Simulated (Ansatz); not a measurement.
**Mg4CdW, from a guessed structure to a relaxed one**

This structure for Mg4CdW is made up. Its elements were placed in a known structure type with a cell scaled to their sizes. What cell does the guess relax to, and how far off was it?

Main program and level: Ansatz 0.2.0; DFT, PBE, plane-wave PAW, files of the set soft_1, scalar-relativistic, no spin, cell and ions relaxed at zero pressure; PAW set soft_1.

### 1. Set-up

The structure is cubic, space group F-43m (No. 216). The conventional cell has a = 8.350 Å, b = 8.350 Å, c = 8.350 Å, α = 90.00°, β = 90.00°, γ = 90.00°. Nearest to W lie 12 Mg at 3.47 Å and 4 Cd at 3.62 Å. Nearest to Cd lie 12 Mg at 3.46 Å and 4 W at 3.62 Å. Nearest to Mg lie 6 Mg at 2.91 to 2.99 Å and 3 Cd at 3.46 Å and 3 W at 3.47 Å. Farther neighbours are not listed.

### 2. Relaxation of the guess

The guessed cell has no reason to be at equilibrium. It is relaxed with the atoms, within the space group of the guess.

Contents of input.yaml:

```yaml
crystal:
  lattice:
    - [0.0, 4.175, 4.175]
    - [4.175, 0.0, 4.175]
    - [4.175, 4.175, 0.0]
  atoms:
    - { symbol: W, position: [0.0, 0.0, 0.0] }
    - { symbol: Cd, position: [0.25, 0.25, 0.25] }
    - { symbol: Mg, position: [0.6234, 0.6234, 0.1298] }
    - { symbol: Mg, position: [0.6234, 0.1298, 0.6234] }
    - { symbol: Mg, position: [0.6234, 0.6234, 0.6234] }
    - { symbol: Mg, position: [0.1298, 0.6234, 0.6234] }
kpoints:
  mp_grid: { grid: [6, 6, 6] }
scf:
  occupations: { method: fermi_dirac, width: 0.05 }
hamiltonian:
  xc: pbe
  pseudopotentials: { kind: paw, azcp: { folder: soft_1 } }
relax:
  f_tol: 0.015
  max_steps: 70
  cell: {}
output:
  forces: true
  stress: true
```

Run with:

```console
$ ansatz run input.yaml --threads 4 --pin off --max-ram 10240MiB --backend cpu --events-out ev --progress --plain --runs-dir out
```

Numbers of over 12 decimals in the logs are rounded to 6 here.

Log:

```text
Engine: ansatz 0.2.0, x86_64-unknown-linux-gnu
Pseudopotentials: kind: paw
Pseudopotential: W, paw, valence charge 14, recommended cutoff 420 eV (normal), soft_1/W.paw.azcp
Pseudopotential: Cd, paw, valence charge 20, recommended cutoff 420 eV (normal), soft_1/Cd.paw.azcp
Pseudopotential: Mg, paw, valence charge 10, recommended cutoff 420 eV (normal), soft_1/Mg.paw.azcp
Functional definition: PBE
  parameter kappa = 0.804
  parameter beta = 0.066725
  exchange = pbe_x(kappa = kappa, mu = beta*pi^2/3)
  correlation = pbe_c(beta = beta)
Crystal: 6 atoms, lattice volume = 145.546 Å³
Basis set: ecut = 420 eV, 2741 PW (Γ), exchange–correlation on 80×80×80 points (8 copies of the dense FFT grid, shifted against one another)
Bands: 45, of which v1, the nominal top of the filled ones, is band 37 counted from 1 (36 counted from 0)
Symmetry: 24 space group operations
Space group: F-43m (ITA 216), of the structure as read, at distance tolerance 5.3e-5 Å
k-points: 16 of 216 (time reversal used)
Non-local potential: W, projectors of the file, l = 0: 3, l = 1: 2, l = 2: 2, l = 3: 1
Non-local potential: Cd, projectors of the file, l = 0: 3, l = 1: 2, l = 2: 2, l = 3: 1
Non-local potential: Mg, projectors of the file, l = 0: 3, l = 1: 2, l = 2: 1
PAW form: soft (Blöchl's): semilocal exchange-correlation on the pseudo side does not see the compensation charge
PAW one-centre angular grid: W, 590 points (default); XC on 64 Gauss nodes
PAW one-centre angular grid: Cd, 590 points (default); XC on 64 Gauss nodes
PAW one-centre angular grid: Mg, 110 points (default); XC on 64 Gauss nodes
Initial density: superposition of atomic densities (chi_scale 0.1, normalization cell, long waves kept (reshape's long-wave potential 0.00 eV rms))
Initial wavefunctions: pseudopotential atomic-orbital guess
Functional: x = pbe(κ = 0.804, μ = 0.219515), c = pbe(β = 0.066725)
SCF iter   1: F=—  HF=-26336.212379 eV  |F-HF|=—  |Δ(HF+E_count)|=         —  Δρ=8.90e-2  dr2=3.89e1  ethr=3.10e-3  ⟨swp⟩=7.2  Hψ=2788  notcnv=0  defer=1
preconditioner: auto → Kerker (q_TF=auto, 2.437 Å⁻¹)  [metal: Δε(μ)=0.034 eV  Ē_g=6.667 eV  σ=0.050 eV  W_gap=0.17  n_scr=26 (ndim 8)  ℏωp=15.7 eV  f_vac=0.000  D(μ)=6.87/eV (n_scr^D=58)]
SCF iter   2: F=—  HF=-26331.121950 eV  |F-HF|=—  |Δ(HF+E_count)|=    5.09e0  Δρ=2.07e-2  dr2=1.62e0  ethr=3.10e-3  ⟨swp⟩=3.1  Hψ=1578  notcnv=0  defer=17
SCF iter   3: F=—  HF=-26330.965765 eV  |F-HF|=—  |Δ(HF+E_count)|=   1.56e-1  Δρ=1.18e-2  dr2=5.71e-1  ethr=2.19e-3  ⟨swp⟩=2.1  Hψ=918  notcnv=0  defer=17
SCF iter   4: F=—  HF=-26330.860906 eV  |F-HF|=—  |Δ(HF+E_count)|=   1.05e-1  Δρ=8.88e-3  dr2=3.46e-1  ethr=7.71e-4  ⟨swp⟩=3.1  Hψ=1000  notcnv=0  defer=18
SCF iter   5: F=—  HF=-26330.825563 eV  |F-HF|=—  |Δ(HF+E_count)|=   3.53e-2  Δρ=1.03e-3  dr2=3.58e-3  ethr=4.67e-4  ⟨swp⟩=2.1  Hψ=917  notcnv=0  defer=17
SCF iter   6: F=—  HF=-26330.825288 eV  |F-HF|=—  |Δ(HF+E_count)|=   2.75e-4  Δρ=4.80e-4  dr2=9.76e-4  ethr=4.84e-6  ⟨swp⟩=2.0  Hψ=881  notcnv=0  defer=17
SCF iter   7: F=—  HF=-26330.825210 eV  |F-HF|=—  |Δ(HF+E_count)|=   7.80e-5  Δρ=3.19e-4  dr2=3.66e-4  ethr=1.32e-6  ⟨swp⟩=2.0  Hψ=805  notcnv=0  defer=17
SCF iter   8: F=—  HF=-26330.825187 eV  |F-HF|=—  |Δ(HF+E_count)|=   2.29e-5  Δρ=1.96e-4  dr2=1.43e-4  ethr=4.94e-7  ⟨swp⟩=1.0  Hψ=703  notcnv=0  defer=17
SCF iter   9: F=—  HF=-26330.825173 eV  |F-HF|=—  |Δ(HF+E_count)|=   1.46e-5  Δρ=4.83e-5  dr2=7.92e-6  ethr=1.93e-7  ⟨swp⟩=2.0  Hψ=737  notcnv=0  defer=17
SCF iter  10: F=—  HF=-26330.825180 eV  |F-HF|=—  |Δ(HF+E_count)|=   6.92e-6  Δρ=4.76e-6  dr2=4.28e-8  ethr=1.35e-10  ⟨swp⟩=3.2  Hψ=2783  notcnv=0
SCF iter  11: F=-26330.825180 eV  HF=-26330.825180 eV  |F-HF|=5.25e-9  |Δ(HF+E_count)|=   8.95e-9  Δρ=1.48e-6  dr2=6.54e-9  ethr=5.78e-11  ⟨swp⟩=2.1  Hψ=2110  notcnv=0
SCF 1 converged in 11 iterations: F = -26330.825180 eV  dr2 = 6.54e-9
  greatest PAW one-centre occupation: 1.000 electrons in one spin orbital (limit 2), on the Cd atom at site 1 (counted from 0), in its partial waves of l = 0
relax step   1: F+E_penalty+E_count = -26330.82517969 eV  Δ(F+E_penalty+E_count) = +0.000e0 eV  max|allowed force component| = 3.292e-1 eV/Å  Δτ_max = 0.0000 Å  P = -7.607 GPa  Ω = 145.546 Å³  (11 SCF iters, dr2 threshold 1.00e-7 eV, accepted)
Crystal: 6 atoms, lattice volume = 125.282 Å³
Basis set: ecut = 420 eV, 2445 PW (Γ), exchange–correlation on 80×80×80 points (8 copies of the dense FFT grid, shifted against one another)
Initial density: handed on by an earlier stage of this run
Initial wavefunctions: those handed on with the density
iter 1 solved again at ethr=1.03e-3 eV; its pass at ethr=3.10e-3 eV (dr2=7.59e-1 eV) is discarded
SCF iter   1: F=—  HF=-26331.701063 eV  |F-HF|=—  |Δ(HF+E_count)|=         —  Δρ=1.40e-2  dr2=7.77e-1  ethr=1.03e-3  ⟨swp⟩=1.5  Hψ=3417  notcnv=0
preconditioner: auto → Kerker (q_TF=auto, 2.499 Å⁻¹)  [metal: Δε(μ)=0.035 eV  Ē_g=7.104 eV  σ=0.050 eV  W_gap=0.17  n_scr=26 (ndim 8)  ℏωp=16.9 eV  f_vac=0.000  D(μ)=6.54/eV (n_scr^D=58)]
SCF iter   2: F=—  HF=-26331.603992 eV  |F-HF|=—  |Δ(HF+E_count)|=   9.71e-2  Δρ=7.29e-3  dr2=2.24e-1  ethr=1.03e-3  ⟨swp⟩=2.0  Hψ=833  notcnv=0
SCF iter   3: F=—  HF=-26331.561785 eV  |F-HF|=—  |Δ(HF+E_count)|=   4.22e-2  Δρ=1.39e-3  dr2=9.43e-3  ethr=3.03e-4  ⟨swp⟩=2.2  Hψ=946  notcnv=0  defer=8
SCF iter   4: F=—  HF=-26331.559372 eV  |F-HF|=—  |Δ(HF+E_count)|=   2.41e-3  Δρ=6.90e-4  dr2=7.25e-4  ethr=1.27e-5  ⟨swp⟩=2.0  Hψ=1003  notcnv=0  defer=8
SCF iter   5: F=—  HF=-26331.559085 eV  |F-HF|=—  |Δ(HF+E_count)|=   2.87e-4  Δρ=1.60e-4  dr2=4.79e-5  ethr=9.79e-7  ⟨swp⟩=2.0  Hψ=1283  notcnv=0  defer=10
SCF iter   6: F=—  HF=-26331.559079 eV  |F-HF|=—  |Δ(HF+E_count)|=   5.37e-6  Δρ=5.57e-5  dr2=5.26e-6  ethr=6.48e-8  ⟨swp⟩=2.0  Hψ=1197  notcnv=0  defer=10
SCF iter   7: F=-26331.559078 eV  HF=-26331.559078 eV  |F-HF|=1.80e-7  |Δ(HF+E_count)|=   1.22e-6  Δρ=1.41e-5  dr2=2.57e-7  ethr=8.11e-10  ⟨swp⟩=4.7  Hψ=2511  notcnv=0
SCF 2 converged in 7 iterations: F = -26331.559078 eV  dr2 = 2.57e-7
relax step   2: F+E_penalty+E_count = -26331.55907806 eV  Δ(F+E_penalty+E_count) = -7.339e-1 eV  max|allowed force component| = 2.440e-1 eV/Å  Δτ_max = 0.0675 Å  P = -2.518 GPa  Ω = 125.282 Å³  energy of the carried Pulay correction = +2.249e-3 eV  (7 SCF iters, dr2 threshold 6.00e-7 eV, accepted)
Crystal: 6 atoms, lattice volume = 113.717 Å³
Basis set: ecut = 420 eV, 2229 PW (Γ), exchange–correlation on 80×80×80 points (8 copies of the dense FFT grid, shifted against one another)
iter 1 solved again at ethr=4.00e-4 eV; its pass at ethr=3.10e-3 eV (dr2=2.96e-1 eV) is discarded
SCF iter   1: F=—  HF=-26331.590278 eV  |F-HF|=—  |Δ(HF+E_count)|=         —  Δρ=9.39e-3  dr2=3.04e-1  ethr=4.00e-4  ⟨swp⟩=1.9  Hψ=3271  notcnv=0
preconditioner: auto → Kerker (q_TF=auto, 2.540 Å⁻¹)  [metal: Δε(μ)=0.023 eV  Ē_g=7.521 eV  σ=0.050 eV  W_gap=0.11  n_scr=26 (ndim 8)  ℏωp=17.8 eV  f_vac=0.000  D(μ)=5.83/eV (n_scr^D=58)]
SCF iter   2: F=—  HF=-26331.548306 eV  |F-HF|=—  |Δ(HF+E_count)|=   4.20e-2  Δρ=5.05e-3  dr2=9.53e-2  ethr=4.00e-4  ⟨swp⟩=2.1  Hψ=826  notcnv=0
SCF iter   3: F=—  HF=-26331.528843 eV  |F-HF|=—  |Δ(HF+E_count)|=   1.95e-2  Δρ=9.09e-4  dr2=2.80e-3  ethr=1.29e-4  ⟨swp⟩=2.1  Hψ=944  notcnv=0
SCF iter   4: F=—  HF=-26331.528094 eV  |F-HF|=—  |Δ(HF+E_count)|=   7.49e-4  Δρ=4.35e-4  dr2=2.85e-4  ethr=3.78e-6  ⟨swp⟩=2.0  Hψ=956  notcnv=0
SCF iter   5: F=—  HF=-26331.528012 eV  |F-HF|=—  |Δ(HF+E_count)|=   8.14e-5  Δρ=1.11e-4  dr2=1.76e-5  ethr=3.85e-7  ⟨swp⟩=2.0  Hψ=1210  notcnv=0
SCF iter   6: F=—  HF=-26331.528009 eV  |F-HF|=—  |Δ(HF+E_count)|=   3.30e-6  Δρ=3.59e-5  dr2=1.56e-6  ethr=2.38e-8  ⟨swp⟩=2.0  Hψ=1193  notcnv=0  defer=1
SCF iter   7: F=-26331.528008 eV  HF=-26331.528008 eV  |F-HF|=6.44e-8  |Δ(HF+E_count)|=   6.06e-7  Δρ=8.65e-6  dr2=1.08e-7  ethr=8.11e-10  ⟨swp⟩=4.0  Hψ=2551  notcnv=0
SCF 3 converged in 7 iterations: F = -26331.528008 eV  dr2 = 1.08e-7
relax step   3: F+E_penalty+E_count = -26331.52800813 eV  Δ(F+E_penalty+E_count) = +3.107e-2 eV  max|allowed force component| = 4.385e-1 eV/Å  Δτ_max = 0.0629 Å  P = +3.194 GPa  Ω = 113.717 Å³  energy of the carried Pulay correction = +3.691e-3 eV  (7 SCF iters, dr2 threshold 6.00e-7 eV, rejected (line search))
Crystal: 6 atoms, lattice volume = 119.756 Å³
Basis set: ecut = 420 eV, 2277 PW (Γ), exchange–correlation on 80×80×80 points (8 copies of the dense FFT grid, shifted against one another)
iter 1 solved again at ethr=1.68e-4 eV; its pass at ethr=3.10e-3 eV (dr2=1.24e-1 eV) is discarded
SCF iter   1: F=—  HF=-26331.654476 eV  |F-HF|=—  |Δ(HF+E_count)|=         —  Δρ=5.69e-3  dr2=1.24e-1  ethr=1.68e-4  ⟨swp⟩=2.3  Hψ=3308  notcnv=0
preconditioner: auto → Kerker (q_TF=auto, 2.518 Å⁻¹)  [metal: Δε(μ)=0.014 eV  Ē_g=7.479 eV  σ=0.050 eV  W_gap=0.07  n_scr=26 (ndim 8)  ℏωp=17.3 eV  f_vac=0.000  D(μ)=7.14/eV (n_scr^D=64)]
SCF iter   2: F=—  HF=-26331.638201 eV  |F-HF|=—  |Δ(HF+E_count)|=   1.63e-2  Δρ=3.11e-3  dr2=3.97e-2  ethr=1.67e-4  ⟨swp⟩=2.0  Hψ=799  notcnv=0
SCF iter   3: F=—  HF=-26331.629956 eV  |F-HF|=—  |Δ(HF+E_count)|=   8.25e-3  Δρ=5.23e-4  dr2=1.06e-3  ethr=5.36e-5  ⟨swp⟩=2.1  Hψ=932  notcnv=0
SCF iter   4: F=—  HF=-26331.629626 eV  |F-HF|=—  |Δ(HF+E_count)|=   3.30e-4  Δρ=2.35e-4  dr2=7.65e-5  ethr=1.43e-6  ⟨swp⟩=2.0  Hψ=971  notcnv=0
SCF iter   5: F=—  HF=-26331.629642 eV  |F-HF|=—  |Δ(HF+E_count)|=   1.60e-5  Δρ=6.24e-5  dr2=6.05e-6  ethr=1.03e-7  ⟨swp⟩=2.0  Hψ=1209  notcnv=0
SCF iter   6: F=—  HF=-26331.629632 eV  |F-HF|=—  |Δ(HF+E_count)|=   1.01e-5  Δρ=1.48e-5  dr2=2.97e-7  ethr=8.17e-9  ⟨swp⟩=2.0  Hψ=900  notcnv=0
SCF iter   7: F=—  HF=-26331.629631 eV  |F-HF|=—  |Δ(HF+E_count)|=   9.85e-8  Δρ=4.55e-6  dr2=1.85e-8  ethr=4.02e-10  ⟨swp⟩=2.0  Hψ=1279  notcnv=0
SCF iter   8: F=—  HF=-26331.629631 eV  |F-HF|=—  |Δ(HF+E_count)|=   5.42e-9  Δρ=8.82e-7  dr2=1.39e-9  ethr=2.50e-11  ⟨swp⟩=2.0  Hψ=1294  notcnv=0
SCF iter   9: F=—  HF=-26331.629631 eV  |F-HF|=—  |Δ(HF+E_count)|=  1.46e-11  Δρ=2.08e-7  dr2=9.60e-11  ethr=1.88e-12  ⟨swp⟩=2.5  Hψ=1088  notcnv=0
SCF iter  10: F=-26331.629631 eV  HF=-26331.629631 eV  |F-HF|=0.00e0  |Δ(HF+E_count)|=  7.28e-12  Δρ=4.94e-8  dr2=4.21e-12  ethr=1.00e-12  ⟨swp⟩=4.0  Hψ=2369  notcnv=0
SCF 4 converged in 10 iterations: F = -26331.629631 eV  dr2 = 4.21e-12
relax step   4: F+E_penalty+E_count = -26331.62963146 eV  Δ(F+E_penalty+E_count) = -7.055e-2 eV  max|allowed force component| = 4.217e-2 eV/Å  Δτ_max = 0.0218 Å  P = -0.217 GPa  Ω = 119.756 Å³  energy of the carried Pulay correction = +2.922e-3 eV  (10 SCF iters, accepted)
Crystal: 6 atoms, lattice volume = 119.286 Å³
iter 1 solved again at ethr=1.26e-6 eV; its pass at ethr=3.10e-3 eV (dr2=9.29e-4 eV) is discarded
SCF iter   1: F=—  HF=-26331.630707 eV  |F-HF|=—  |Δ(HF+E_count)|=         —  Δρ=5.07e-4  dr2=9.91e-4  ethr=1.26e-6  ⟨swp⟩=2.6  Hψ=3069  notcnv=0
preconditioner: auto → Kerker (q_TF=auto, 2.520 Å⁻¹)  [metal: Δε(μ)=0.010 eV  Ē_g=7.428 eV  σ=0.050 eV  W_gap=0.05  n_scr=26 (ndim 8)  ℏωp=17.3 eV  f_vac=0.000  D(μ)=6.66/eV (n_scr^D=58)]
SCF iter   2: F=—  HF=-26331.630580 eV  |F-HF|=—  |Δ(HF+E_count)|=   1.28e-4  Δρ=2.91e-4  dr2=3.49e-4  ethr=1.26e-6  ⟨swp⟩=1.0  Hψ=720  notcnv=0
SCF iter   3: F=—  HF=-26331.630499 eV  |F-HF|=—  |Δ(HF+E_count)|=   8.09e-5  Δρ=4.41e-5  dr2=6.78e-6  ethr=4.72e-7  ⟨swp⟩=2.0  Hψ=821  notcnv=0
SCF iter   4: F=—  HF=-26331.630524 eV  |F-HF|=—  |Δ(HF+E_count)|=   2.54e-5  Δρ=2.07e-5  dr2=5.47e-7  ethr=9.16e-9  ⟨swp⟩=2.8  Hψ=1250  notcnv=0
iter 5 did not close the SCF: its close was put off for the readings that it lacked (scf_convergence_deferred on its scf_iter line)
SCF iter   5: F=-26331.630524 eV  HF=-26331.630524 eV  |F-HF|=1.50e-8  |Δ(HF+E_count)|=   1.63e-7  Δρ=5.48e-6  dr2=4.32e-8  ethr=7.39e-10  ⟨swp⟩=2.0  Hψ=1247  notcnv=0
SCF iter   6: F=-26331.630524 eV  HF=-26331.630524 eV  |F-HF|=2.53e-9  |Δ(HF+E_count)|=   4.18e-9  Δρ=1.75e-6  dr2=3.45e-9  ethr=5.84e-11  ⟨swp⟩=2.2  Hψ=2531  notcnv=0
SCF 5 converged in 6 iterations: F = -26331.630524 eV  dr2 = 3.45e-9
relax step   5: F+E_penalty+E_count = -26331.63052402 eV  Δ(F+E_penalty+E_count) = -8.926e-4 eV  max|allowed force component| = 8.791e-3 eV/Å  Δτ_max = 0.0048 Å  P = +0.004 GPa  Ω = 119.286 Å³  energy of the carried Pulay correction = +2.981e-3 eV  (6 SCF iters, dr2 threshold 1.18e-7 eV, accepted)
Initial wavefunctions: pseudopotential atomic-orbital guess (no wavefunctions were taken with the density)
iter 1 solved again at ethr=1.47e-7 eV; its pass at ethr=3.10e-3 eV (dr2=1.09e-4 eV) is discarded
SCF iter   1: F=—  HF=-26331.627787 eV  |F-HF|=—  |Δ(HF+E_count)|=         —  Δρ=1.90e-4  dr2=6.12e-6  ethr=1.47e-7  ⟨swp⟩=3.1  Hψ=4508  notcnv=0
preconditioner: auto → Kerker (q_TF=auto, 2.520 Å⁻¹)  [metal: Δε(μ)=0.004 eV  Ē_g=7.433 eV  σ=0.050 eV  W_gap=0.02  n_scr=26 (ndim 8)  ℏωp=17.3 eV  f_vac=0.000  D(μ)=6.70/eV (n_scr^D=58)]
SCF iter   2: F=—  HF=-26331.627835 eV  |F-HF|=—  |Δ(HF+E_count)|=   4.81e-5  Δρ=9.40e-5  dr2=1.71e-6  ethr=8.27e-9  ⟨swp⟩=2.0  Hψ=1190  notcnv=0
SCF iter   3: F=—  HF=-26331.627838 eV  |F-HF|=—  |Δ(HF+E_count)|=   3.12e-6  Δρ=2.48e-5  dr2=1.97e-7  ethr=2.30e-9  ⟨swp⟩=3.0  Hψ=1453  notcnv=0
SCF iter   4: F=—  HF=-26331.627838 eV  |F-HF|=—  |Δ(HF+E_count)|=   2.06e-7  Δρ=1.70e-6  dr2=5.69e-9  ethr=2.66e-10  ⟨swp⟩=2.0  Hψ=913  notcnv=0
SCF iter   5: F=—  HF=-26331.627838 eV  |F-HF|=—  |Δ(HF+E_count)|=  2.22e-10  Δρ=6.45e-7  dr2=6.60e-10  ethr=7.69e-12  ⟨swp⟩=2.0  Hψ=1300  notcnv=0
SCF iter   6: F=—  HF=-26331.627838 eV  |F-HF|=—  |Δ(HF+E_count)|=  1.96e-10  Δρ=1.57e-7  dr2=7.39e-11  ethr=1.00e-12  ⟨swp⟩=2.0  Hψ=1194  notcnv=0
SCF iter   7: F=-26331.627838 eV  HF=-26331.627838 eV  |F-HF|=1.09e-11  |Δ(HF+E_count)|=  1.46e-11  Δρ=3.94e-8  dr2=2.47e-12  ethr=1.00e-12  ⟨swp⟩=4.0  Hψ=2150  notcnv=0
SCF 6 converged in 7 iterations: F = -26331.627838 eV  dr2 = 2.47e-12
relax step   6: F+E_penalty+E_count = -26331.62783795 eV  Δ(F+E_penalty+E_count) = +2.686e-3 eV  max|allowed force component| = 8.771e-3 eV/Å  Δτ_max = 0.0000 Å  P = -0.004 GPa  Ω = 119.286 Å³  stress off target by 3.88e-3 GPa  SCF on the basis re-selected at this cell (its energy is not comparable with the rows above)  (7 SCF iters)
basis re-selected at this cell: Δ(F+E_penalty+E_count) = +2.686e-3 eV, ΔP = -0.007 GPa vs the last step (what re-selecting the basis moved, of the pressure what is left beyond the Pulay correction that the steps carried, after the strain that the cell walked since its last selection, with what the two solves' SCF thresholds leave and, on support functions, any second-order correction that the steps lacked; it is no m [...]
SCF converged after 7 iterations
Free energy (F): -26331.627838 eV
Harris-Foulkes:  -26331.627838 eV  (|F-HF|=1.09e-11)
Internal energy: -26331.574080 eV  (E = F + TS)
E sigma→0 (E₀):  -26331.600959 eV
Entropy (-TS):   -0.053758 eV (-8.960 meV/atom)
Fermi energy:    9.661688 eV
--- Per-component energies (eV) ---
  E_band       = -1980.944125
  E_kinetic    = 1136.623587
  E_local      = -10619.937327  (includes V_loc(G=0)·N_el)
  E_nonlocal   = 875.105750
  E_hartree    = 4035.972107
  E_xc         = -527.089538
  E_vxc        = -560.095801  (∫ρ·V_xc dr)
  E_paw        = -13876.427820  (= ΣΔE_a)
  E_vpaw       = -884.584430  (= ΣTr[D̂ρ^β])
  E_aug_tail   = -0.000080  (compensation charges beyond the density's cutoff)
  E_ewald      = -7355.820759
  E_smearing   = -0.053758  (= −TS)
  E_closure    = 0.000000  (closes the sum)
  Σ components = -26331.627838   (vs F -26331.627838, Δ=0.00e0)
--- Forces (eV/Å), atoms counted from 1 ---
  atom   1  W      0.00000000    -0.00000000     0.00000000
  atom   2  Cd    -0.00000000     0.00000000     0.00000000
  atom   3  Mg    -0.00877145    -0.00877145     0.00877145
  atom   4  Mg    -0.00877145     0.00877145    -0.00877145
  atom   5  Mg     0.00877145     0.00877145     0.00877145
  atom   6  Mg     0.00877145    -0.00877145    -0.00877145
  max |Σ_I F_I| component: 4.34e-17 eV/Å
--- Stress (GPa, compression-positive) ---
       -0.003876      -0.000000      -0.000000
       -0.000000      -0.003876       0.000000
       -0.000000       0.000000      -0.003876
  P = ⅓ Tr σ = -0.0039 GPa (-0.039 kbar)
--- Relaxed structure (5 steps of the walk, 4 accepted, 1 SCFs on fresh bases) ---
  F+E_penalty+E_count = -26331.62783795 eV   max|allowed force component| = 8.771e-3 eV/Å   (the final SCF, on the basis selected at the relaxed cell)
  cell:  # Å, volume = 119.2860 Å³
    - [0, 3.907088, 3.907088]
    - [3.907088, 0, 3.907088]
    - [3.907088, 3.907088, 0]
  atoms:
    - { symbol: W, position: [0, -1.1253196201446258e-19, 3.029706669620183e-19] }
    - { symbol: Cd, position: [0.25, 0.25, 0.25] }
    - { symbol: Mg, position: [0.626232, 0.626232, 0.121304] }
    - { symbol: Mg, position: [0.626232, 0.121304, 0.626232] }
    - { symbol: Mg, position: [0.626232, 0.626232, 0.626232] }
    - { symbol: Mg, position: [0.121304, 0.626232, 0.626232] }
```

Wall time 4.8 s (4 threads of AMD EPYC 9B45 (Zen 5), shared host); peak memory 0.56 GiB; 17 s of CPU time.

Step by step:

| step | energy less that of the first step (eV) | largest force component (eV/Å) | pressure (GPa) | volume (Å³) |
| --- | --- | --- | --- | --- |
| 1 | 0.0000 | 0.3292 | -7.61 | 145.55 |
| 2 | -0.7339 | 0.2440 | -2.52 | 125.28 |
| 3 | -0.7028 | 0.4385 | 3.19 | 113.72 |
| 4 | -0.8045 | 0.0422 | -0.22 | 119.76 |
| 5 | -0.8053 | 0.0088 | 0.00 | 119.29 |
| 6* | -0.8027 | 0.0088 | 0.00 | 119.29 |

Relaxation steps marked * repeat the geometry before them on a plane-wave basis chosen anew for their cell, so energy and pressure can jump there. Relaxation step 3 was tried and not accepted.

Forces are held to the 24 operations that the run works with; a distortion that breaks them can't arise in this run.

```
conventional cell, symmetrised  before  after   change
                         a (Å)   8.350  7.814   -6.4 %
                         b (Å)   8.350  7.814   -6.4 %
                         c (Å)   8.350  7.814   -6.4 %
              volume (Å³/atom)   24.26  19.88  -18.0 %
```

The atoms that moved most (Å, as changes of fractional coordinates times the final cell):

| atom | dx | dy | dz | length |
| --- | --- | --- | --- | --- |
| Mg4 | -0.022 | 0.022 | -0.022 | 0.038 |
| Mg3 | -0.022 | -0.022 | 0.022 | 0.038 |
| Mg6 | 0.022 | -0.022 | -0.022 | 0.038 |
| Mg5 | 0.022 | 0.022 | 0.022 | 0.038 |

Final coordinates:

```
W Cd Mg
1.0
     0.00000    3.90709    3.90709
     3.90709    0.00000    3.90709
     3.90709    3.90709    0.00000
W Cd Mg
1 1 4
Direct
  0.00000 0.00000 0.00000
  0.25000 0.25000 0.25000
  0.62623 0.62623 0.12130
  0.62623 0.12130 0.62623
  0.62623 0.62623 0.62623
  0.12130 0.62623 0.62623
```

Numbers from this step:

```yaml
free_energy: -26331.6278 eV
energy_at_zero_smearing: -26331.6010 eV
smearing_term_ts: 0.05376 eV
fermi_energy: 9.662 eV
electrons: 74
symmetry_operations: 24
pressure: -0.003876 GPa
```

The shortest distance of each pair, which need not be the same contact before and after:

```csv
pair,guess (Å),relaxed (Å)
Mg–Mg,2.914,2.736
Mg–W,3.466,3.237
Cd–Mg,3.458,3.243
Cd–W,3.616,3.384
```

The relaxation ends with a largest force component of 0.0088 eV/Å and a pressure of 0.00 GPa.

### 3. What came out

| Property | Result |
| --- | --- |
| space group, relaxed | F-43m |
| conventional cell | a = 7.814, b = 7.814, c = 7.814 Å; α = 90.0°, β = 90.0°, γ = 90.0° |
| volume per atom | 19.88 Å³ (guess 24.26) |

Mg4CdW relaxes to F-43m with a = 7.814, b = 7.814 and c = 7.814 Å. The guessed volume was 22 % too large. The space group F-43m was held in the relaxation, so the end point is a stationary structure within it and may be a saddle against distortions or other arrangements. Mesh and cutoff weren't tested. Spin-orbit coupling is left out, which can matter for elements this heavy. No dispersion term is used, so weakly bound directions may come out too long. The runs have no spin, and magnetism wasn't tested. Nothing here tests whether the compound is stable against decomposition.

[Logs are printed without paths, hosts, clocks, repeated set-up lines and the standing remarks that a program may print on its own settings, such as how far it seeks lower states.]

[Hosts, paths, dates, database ids (printed as entryN), source tags and the programs' standing remarks are cut or masked in the printed files.]
